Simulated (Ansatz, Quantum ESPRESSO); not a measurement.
# BN (F-43m): phonons by linear response, part 4 of 4

How does BN (F-43m) vibrate, and is this structure a minimum?

Quantum ESPRESSO 7.5; DFT PBE, scalar-relativistic, plane waves, GBRV ultrasoft pseudopotentials.

So far. Step 12 (The LO-TO splitting (1 0 0)): The field moves one mode, from 1027 to 1264 cm⁻¹; the others stay. Step 14 (A changed mass): The top of the path falls from 1264 to 1071 cm⁻¹, a ratio of 0.85; a mode of that atom alone would give 0.71.

## 15. The same in Ansatz

The same cell goes through another code, with its own cutoff. The potentials differ. Its k mesh is centred on Γ.

This step: DFT PBE, scalar-relativistic, plane waves, PseudoDojo norm-conserving pseudopotentials (Ansatz 0.2.0).

input.yaml reads:

```yaml
crystal:
  lattice:
    - [-1.8117354644, 0.0, 1.8117354644]
    - [0.0, 1.8117354644, 1.8117354644]
    - [-1.8117354644, 1.8117354644, 0.0]
  atoms:
    - { symbol: B, position: [0.0, 0.0, 0.0] }
    - { symbol: "N", position: [0.75, 0.75, 0.75] }
kpoints:
  mp_grid: { grid: [12, 12, 12] }
hamiltonian:
  xc: pbe
  pseudopotentials: { kind: nc, accuracy: standard }
scf:
  occupations: { method: fixed }
output:
  eigenvalues: true
phonons:
  method: dfpt
  dielectric: true
  rigid_motions: translations
  qmesh: [4, 4, 4]
  temperatures: { t_max: 1000, t_step: 50 }
  qpath:
    path:
      - [[0.0, 0.0, 0.0], [0.0, 0.5, 0.5], [0.0, 0.625, 0.375]]
      - [[-0.375, 0.375, 0.0], [0.0, 0.0, 0.0], [0.0, 0.5, 0.0], [-0.25, 0.5, 0.25], [0.0, 0.5, 0.5]]
    npoints: 12
```

Run with:

```sh
$ ansatz run input.yaml --threads 4 --pin off --max-ram 8192MiB --backend cpu --events-out ev --progress --plain --runs-dir out
```

Numbers of over 12 decimals in the logs are rounded to 6 here.

The program printed:

```text
Warning: phonons: the dynamical matrix that this run interpolates holds no multipole term above the dipole-dipole one, and a site of this crystal is no centre of inversion, so its interpolated transverse optical and acoustic branches and sound speeds can stay off near Gamma, and the density of states and the thermodynamics with them. What a run solves at a wave vector of phonons.qpoints, Gamma apart, where the deck admits one, is free of this, and under fd what a larger phonons.supercell samples
Engine: ansatz 0.2.0, aarch64-unknown-linux-gnu
Pseudopotentials: kind: nc
Pseudopotential: B, nc, valence charge 3, recommended cutoff 1034.032677 eV (normal), B.nc.azcp (PseudoDojo's, or run here from an input of PseudoDojo's; its table is named by hamiltonian.pseudopotentials.accuracy)
Pseudopotential: N, nc, valence charge 5, recommended cutoff 1142.878222 eV (normal), N.nc.azcp (PseudoDojo's, or run here from an input of PseudoDojo's; its table is named by hamiltonian.pseudopotentials.accuracy)
Functional definition: PBE
  parameter kappa = 0.804
  parameter beta = 0.066725
  exchange = pbe_x(kappa = kappa, mu = beta*pi^2/3)
  correlation = pbe_c(beta = beta)
Crystal: 2 atoms, lattice volume = 11.894 Å³
Basis set: ecut = 1142.878222 eV, 1037 PW (Γ), exchange–correlation on 60×60×60 points (8 copies of the dense FFT grid, shifted against one another)
Bands: 8, of which v1, the nominal top of the filled ones, is band 4 counted from 1 (3 counted from 0)
Symmetry: 24 space group operations
k-points: 280 of 1728 (irreducible under 4 space group operations, time reversal used)
Non-local potential: B, projectors of the file, l = 0: 2, l = 1: 2
Non-local potential: N, projectors of the file, l = 0: 2, l = 1: 2
Initial density: superposition of atomic densities (chi_scale 0.1, normalization cell, long waves kept (reshape's long-wave potential 0.00 eV rms))
Initial wavefunctions: pseudopotential atomic-orbital guess
Functional: x = pbe(κ = 0.804, μ = 0.219515), c = pbe(β = 0.066725)
SCF iter   1: F=—  HF=-365.358442 eV  |F-HF|=—  |Δ(HF+E_count)|=         —  Δρ=1.48e-1  dr2=2.09e0  ethr=3.10e-3  ⟨swp⟩=5.2  Hψ=14559  notcnv=0  defer=485
preconditioner: auto → none  [insulator: Δε(μ)=5.776 eV  Ē_g=20.271 eV  n_scr=0 (ndim 8)  ℏωp=30.5 eV  f_vac=0.000  ε∞_Penn≈3.3]
SCF iter   2: F=—  HF=-364.760456 eV  |F-HF|=—  |Δ(HF+E_count)|=   5.98e-1  Δρ=6.02e-2  dr2=2.44e-1  ethr=3.10e-3  ⟨swp⟩=2.2  Hψ=6420  notcnv=0  defer=442
SCF iter   3: F=—  HF=-364.709608 eV  |F-HF|=—  |Δ(HF+E_count)|=   5.08e-2  Δρ=2.20e-2  dr2=3.60e-2  ethr=3.05e-3  ⟨swp⟩=2.5  Hψ=3089  notcnv=0  defer=524
SCF iter   4: F=—  HF=-364.705434 eV  |F-HF|=—  |Δ(HF+E_count)|=   4.17e-3  Δρ=2.74e-3  dr2=3.35e-4  ethr=4.50e-4  ⟨swp⟩=3.4  Hψ=4063  notcnv=0  defer=539
SCF iter   5: F=—  HF=-364.705578 eV  |F-HF|=—  |Δ(HF+E_count)|=   1.44e-4  Δρ=2.49e-4  dr2=3.91e-6  ethr=4.19e-6  ⟨swp⟩=3.0  Hψ=3929  notcnv=0  defer=543
SCF iter   6: F=—  HF=-364.705578 eV  |F-HF|=—  |Δ(HF+E_count)|=   3.84e-7  Δρ=2.32e-5  dr2=1.37e-8  ethr=4.89e-8  ⟨swp⟩=2.4  Hψ=3421  notcnv=0  defer=84
SCF iter   7: F=—  HF=-364.705578 eV  |F-HF|=—  |Δ(HF+E_count)|=   9.95e-8  Δρ=2.89e-6  dr2=7.20e-10  ethr=1.72e-10  ⟨swp⟩=2.2  Hψ=3231  notcnv=0  defer=6
SCF iter   8: F=-364.705578 eV  HF=-364.705578 eV  |F-HF|=2.39e-12  |Δ(HF+E_count)|=  1.86e-10  Δρ=2.36e-7  dr2=4.65e-12  ethr=1.25e-12  ⟨swp⟩=7.8  Hψ=12821  notcnv=0
SCF 1 converged in 8 iterations: F = -364.705578 eV  dr2 = 4.65e-12
NSCF: frozen V_eff on 2 k-points
DFPT response loops at Γ: preconditioner auto → none (the input reference at scf.mixing.eps_inf says where Resta's filter doesn't serve); β = 0.50; Broyden in place of MSR1
NSCF: frozen V_eff on 72 k-points
NSCF: frozen V_eff on 1872 k-points
DFPT response loops at q = (0, 0, 0.25) (fractional): mixed as the last ones told, above
NSCF: frozen V_eff on 952 k-points
DFPT response loops at q = (0, 0, -0.5) (fractional): mixed as the last ones told, above
NSCF: frozen V_eff on 1020 k-points
DFPT response loops at q = (0, 0.25, 0.25) (fractional): mixed as the last ones told, above
NSCF: frozen V_eff on 3456 k-points
DFPT response loops at q = (0, 0.25, -0.5) (fractional): mixed as the last ones told, above
NSCF: frozen V_eff on 1872 k-points
DFPT response loops at q = (0, 0.25, -0.25) (fractional): mixed as the last ones told, above
NSCF: frozen V_eff on 560 k-points
DFPT response loops at q = (0, -0.5, -0.5) (fractional): mixed as the last ones told, above
NSCF: frozen V_eff on 1020 k-points
DFPT response loops at q = (0.25, -0.5, -0.25) (fractional): mixed as the last ones told, above
SCF converged after 8 iterations
Free energy (F): -364.705578 eV
Harris-Foulkes:  -364.705578 eV  (|F-HF|=2.39e-12)
Internal energy: -364.705578 eV  (E = F + TS)
E sigma→0 (E₀):  -364.705578 eV
Fermi energy:    11.044671 eV
--- Per-component energies (eV) ---
  E_band       = 25.708764
  E_kinetic    = 255.599321
  E_local      = -163.920826  (includes V_loc(G=0)·N_el)
  E_nonlocal   = -28.950997
  E_hartree    = 48.940504
  E_xc         = -118.826761
  E_vxc        = -134.899716  (∫ρ·V_xc dr)
  E_ewald      = -357.546820
  E_smearing   = -0.000000  (= −TS)
  E_closure    = 0.000000  (closes the sum)
  Σ components = -364.705578   (vs F -364.705578, Δ=0.00e0)
--- Band table (eV; the first three rows and the last of 280) ---
  k-point 0: bands = ["-9.0867", "11.0447", "11.0447", "11.0447", "19.8873", "19.8873", "19.8873", "21.2963"]
  k-point 1: bands = ["-8.9186", "10.1401", "10.8654", "10.8654", "20.0821", "20.1581", "20.1581", "21.8646"]
  k-point 2: bands = ["-8.4208", "8.0554", "10.4287", "10.4287", "20.3782", "20.7886", "20.7886", "23.1936"]
  k-point 279: bands = ["-3.5401", "2.1827", "6.1712", "6.1712", "15.5698", "20.3438", "28.8426", "28.8426"]
--- Phonons (Γ-DFPT): 2 representative perturbations + reference, on 280 of 1728 k-points (Σ response iterations 6) ---
  k mesh reduced under 4 symmetry operations, with k and −k counted as one. Each operation leaves every solved perturbation unchanged. A smaller set is not considered because the run solves the response to a homogeneous field
  ASR residual: 1.953e-4 → 0.000e0 eV/Å²; symmetrization residual: 7.775e-7 eV/Å²
  ASR residual per site (eV/Å²): 4.45e-6 1.95e-4
  Γ frequencies (cm⁻¹): 0.00 0.00 0.00 1029.14 1029.14 1029.14
  ε∞ (high-frequency dielectric tensor):
        4.550208     0.000000     0.000000
        0.000000     4.550208     0.000000
        0.000000     0.000000     4.550208
  ε⁰ (static dielectric tensor: ions relaxed, cell fixed):
        6.886149     0.000000     0.000000
        0.000000     6.886149     0.000000
        0.000000     0.000000     6.886149
  ε⁰ − ε∞ (ionic part):
        2.335941    -0.000000     0.000000
       -0.000000     2.335941     0.000000
        0.000000     0.000000     2.335941
  softest optical mode at Γ: 1029.14 cm⁻¹; the repairs (sum rule, projections) moved no ω² at Γ by more than (1.98 cm⁻¹)²
  Born effective charges Z* (e; rows j = field, columns β = displacement):
    site 0:
         1.91014    0.00000    0.00000
        -0.00000    1.91014    0.00000
        -0.00000    0.00000    1.91014
    site 1:
        -1.91014   -0.00000   -0.00000
         0.00000   -1.91014   -0.00000
         0.00000   -0.00000   -1.91014
  Z* charge neutrality: 1.643e-6 e pre-enforcement
  k-mesh period / interband length: 30.7 Å / 1.29 Å = 23.78 at k = (0.0000, 0.0000, 0.0000), direct gap 8.843 eV — 14 or more, which is no proof of convergence
  optical modes at Γ without the LO–TO term, one row a degenerate level:
      ω (cm⁻¹)  modes    IR ((D/Å)²/amu)
       1029.14      3            41.3895
  optical modes at Γ + LO–TO along q̂ = [1.0000, 0.0000, 0.0000]:
      ω (cm⁻¹)  modes    IR ((D/Å)²/amu)
       1029.14      2            27.5930
       1266.04      1            13.7965
  optical modes at Γ + LO–TO along q̂ = [0.0000, 1.0000, 0.0000]:
      ω (cm⁻¹)  modes    IR ((D/Å)²/amu)
       1029.14      2            27.5930
       1266.04      1            13.7965
  optical modes at Γ + LO–TO along q̂ = [0.0000, 0.0000, 1.0000]:
      ω (cm⁻¹)  modes    IR ((D/Å)²/amu)
       1029.14      2            27.5930
       1266.04      1            13.7965
--- Phonons (arbitrary-q DFPT): 8 irreducible q on the 4×4×4 mesh ---
  q = [0.0000, 0.0000, 0.0000] (star 1, of the zone-centre solve; hermiticity 6.54e-8, symmetrization 2.28e-15): -0.00 -0.00 0.00 1029.14 1029.14 1029.14
  q = [0.0000, 0.0000, 0.2500] (star 8, 2 solved perturbations on 936 of 1728 k-point pairs; hermiticity 1.84e-8, symmetrization 3.38e-14): 350.42 350.42 621.90 997.56 997.56 1230.44
  q = [0.0000, 0.0000, -0.5000] (star 4, 2 solved perturbations on 476 of 1728 k-point pairs; hermiticity 1.44e-8, symmetrization 2.94e-14): 484.54 484.54 957.48 968.98 968.98 1125.72
  q = [0.0000, 0.2500, 0.2500] (star 6, 4 solved perturbations in 1608 linear systems a pass and spin channel, the states on 510 of 1728 k-point pairs; hermiticity 2.40e-8, symmetrization 1.58e-14): 468.41 468.41 642.43 979.40 979.40 1241.36
  q = [0.0000, 0.2500, -0.5000] (star 24, 4 solved perturbations in 5328 linear systems a pass and spin channel, the states on 1728 of 1728 k-point pairs; hermiticity 3.09e-8, symmetrization 3.49e-14): 601.02 713.11 872.57 931.53 973.26 1112.27
  q = [0.0000, 0.2500, -0.2500] (star 12, 4 solved perturbations in 2892 linear systems a pass and spin channel, the states on 936 of 1728 k-point pairs; hermiticity 2.69e-8, symmetrization 1.70e-14): 528.68 683.66 775.92 945.89 1007.17 1129.33
  q = [0.0000, -0.5000, -0.5000] (star 3, 4 solved perturbations in 886 linear systems a pass and spin channel, the states on 280 of 1728 k-point pairs; hermiticity 3.60e-8, symmetrization 1.79e-14): 698.41 698.41 889.11 889.11 1000.28 1139.45
  q = [0.2500, -0.5000, -0.2500] (star 6, 4 solved perturbations in 1544 linear systems a pass and spin channel, the states on 510 of 1728 k-point pairs; hermiticity 2.27e-8, symmetrization 8.06e-15): 773.98 804.18 864.64 952.81 963.90 990.61
  sum rule: each row above includes the acoustic sum rule's correction from the zone centre's row sums; it moved no ω² by more than (1.95 cm⁻¹)²
  mesh force constants: q→R imaginary residual 1.98e-18; ASR residual 1.953e-4 → 0.000e0 eV/Å²; symmetrization residual 2.132e-14 eV/Å²
  interpolated dispersion: 75 rows × 6 modes
  density of states and harmonic sums: on the 32×32×32 q-mesh, interpolated from the force constants of a 4×4×4 supercell (with the dipole–dipole term)
  largest difference from the sums on the solved wave vectors: F 5.37e-3 eV, S 9.52e-6 and C_V 3.93e-6 eV/K
  zero-point energy: 0.312467 eV/cell   skipped modes (ω ≤ 0): 3   left out of the sums: 1.53e-5 of the cell's modes: C_V's classical limit lies that fraction below 3 k_B per atom; for a crystal, a wire or a layer, F and S can be off by more, and a phonons.interpolated_qmesh denser along its periods is the remedy for the sampling
```

Wall time 70 s (4 threads of Arm Neoverse V2, shared host); peak memory 1.6 GiB; 4.6 min of CPU time.

Read from the output:

| Item | Value |
| --- | --- |
| gap on the k-mesh | 4.525 eV |
| sum-rule residual before enforcement | 1.95e-4 eV/Å² |
| miss of the charge sum rule | 1.64e-6 e |
| mean frequency | 840.1 cm⁻¹ |
| Debye temperature (second moment) | 1617 K |
| logarithmic mean frequency | 801.6 cm⁻¹ |
| highest optical zone-centre mode (no LO-TO term) | 1029 cm⁻¹ |
| lowest optical zone-centre mode | 1029 cm⁻¹ |
| mean high-frequency dielectric constant | 4.550 |
| largest Born charge in size (third of the trace) | 1.910 e |
| mean static dielectric constant | 6.886 |
| highest mode moved by the LO-TO term | 1266 cm⁻¹ |
| lowest mode on the q mesh (acoustic ones at the zone centre apart) | 350.4 cm⁻¹ |
| zero-point energy per atom | 156.2 meV |

Transverse modes. Infrared lines, with heights relative to the strongest:

```
position (cm⁻¹)  label  IR intensity ((D/Å)²/amu), degenerate modes summed, relative
           1029     T2                                                           100
```

## 16. The two compared: QE GBRV and Ansatz, PseudoDojo

Numbers from this step:

```
root-mean-square difference             : 1.7 cm⁻¹
largest difference                      : 3.26 cm⁻¹
root-mean-square difference on the path : 2.1 cm⁻¹
largest difference on the path          : 3.7 cm⁻¹
```

The 12 of 48 modes that differ most. Frequencies side by side:

```
q (reciprocal lattice)  mode  QE GBRV (cm⁻¹)  Ansatz, PseudoDojo (cm⁻¹)
                 0 0 0     1           26.32                          0
                 0 0 0     2           26.32                          0
                 0 0 0     3           26.32                          0
           0 0.25 0.25     4             977                      979.4
           0 0.25 0.25     5             977                      979.4
           0 0.25 -0.5     4           928.8                      931.5
           0 0.25 -0.5     5           970.7                      973.3
          0 0.25 -0.25     4           943.4                      945.9
           0 -0.5 -0.5     3           885.9                      889.1
           0 -0.5 -0.5     4           885.9                      889.1
       0.25 -0.5 -0.25     4           950.2                      952.8
       0.25 -0.5 -0.25     6             988                      990.6
```

The two runs side by side. Further quantities:

```
                                                                               quantity  QE GBRV  Ansatz, PseudoDojo
                                                                                mean ε∞    4.606                4.55
largest Born charge in size (e; the first before, the second after the charge sum rule)    1.919                1.91
```

At the solved wavevectors the largest difference (acoustic modes at Γ apart) is 0.3 % of the highest mode.

## 17. Outcome

| Property | Result |
| --- | --- |
| space group after relaxation | F-43m |
| volume per atom | 5.95 Å³ |
| gap on the k-mesh | 4.47 eV |
| highest optical zone-centre mode (no LO-TO term) | 1027 cm⁻¹ |
| highest mode moved by the LO-TO term | 1264 cm⁻¹ |
| mean high-frequency dielectric constant | 4.61 |
| largest Born charge in size (third of the trace) | 1.92 e |
| mean static dielectric constant | 6.97 |
| q mesh | 4×4×4 |
| lowest mode on the q mesh (acoustic ones at the zone centre apart) | 350.8 cm⁻¹ |
| zero-point energy per atom | 155.9 meV |
| heat capacity at 300 K | 8.28 J/(mol atoms K) |
| vibrational entropy at 300 K | 3.48 J/(mol atoms K) |
| imaginary modes on the q mesh | none |
| largest difference from Ansatz, PseudoDojo | 3.26 cm⁻¹ |

BN (F-43m) is dynamically stable on the 4×4×4 mesh; its spectrum reaches 1264 cm⁻¹. At the PBE level the optical modes of BN (F-43m) at the zone centre (no LO-TO term) lie at 1027 cm⁻¹. Along the directions run, the highest mode that the macroscopic field moves lies at 1264 cm⁻¹. Lattice motion raises the mean dielectric constant from 4.606 to 6.970. Before the sum rule the acoustic modes at Γ stand as far as 26 cm⁻¹ from zero, an error of the finite basis and grid. The Lyddane-Sachs-Teller relation holds: (ωLO/ωTO)² is 1.51 and ε₀/ε∞ is 1.51. QE GBRV and Ansatz, PseudoDojo differ by 1.7 cm⁻¹ in the root mean square and by 3.3 cm⁻¹ at most, 0.3 % of the highest mode compared (acoustic modes at Γ left out; ph.x's values are those before the sum rule); the two use different potentials, and the cell was not relaxed for the second set. These are harmonic frequencies at zero temperature: anharmonic shifts and linewidths and thermal expansion are left out. The structure comes from a database and need not be the phase that is stable at ambient conditions.

Calculation against experiment:

| quantity | measured | PBE GBRV ultrasoft, Quantum ESPRESSO | PBE PseudoDojo norm-conserving |
| --- | --- | --- | --- |
| lattice constant a (Å) | 3.6152 | 3.623 (+0.2 %) | - |
| Raman mode, TO phonon at Gamma (cm⁻¹) | 1056 | 1027 (-2.7 %) | 1029 (-2.5 %) |

Measured values from arxiv:cond-mat/0702656 (2007) and arxiv:1812.11146 (2018).

**Verdict.** The lattice constant a is off by +0.2 %: good agreement. The Raman mode is off by -2.7 % at PBE GBRV ultrasoft, Quantum ESPRESSO: good agreement. The grades are ours: good and fair within 0.7 and 1.5 % for the lattice constant a and 3 and 7 % for the Raman mode. Zero-point motion and thermal expansion (measured at up to 295 K) are not in the computed lattice constants and Raman mode.

[Host names and launcher messages were left out of these logs when they were recorded.]

[Logs are printed without paths, hosts, clocks, repeated set-up lines and the standing remarks that a program may print on its own settings, such as how far it seeks lower states.]

[Hosts, paths, dates, database ids (printed as entryN), source tags and the programs' standing remarks are cut or masked in the printed files.]
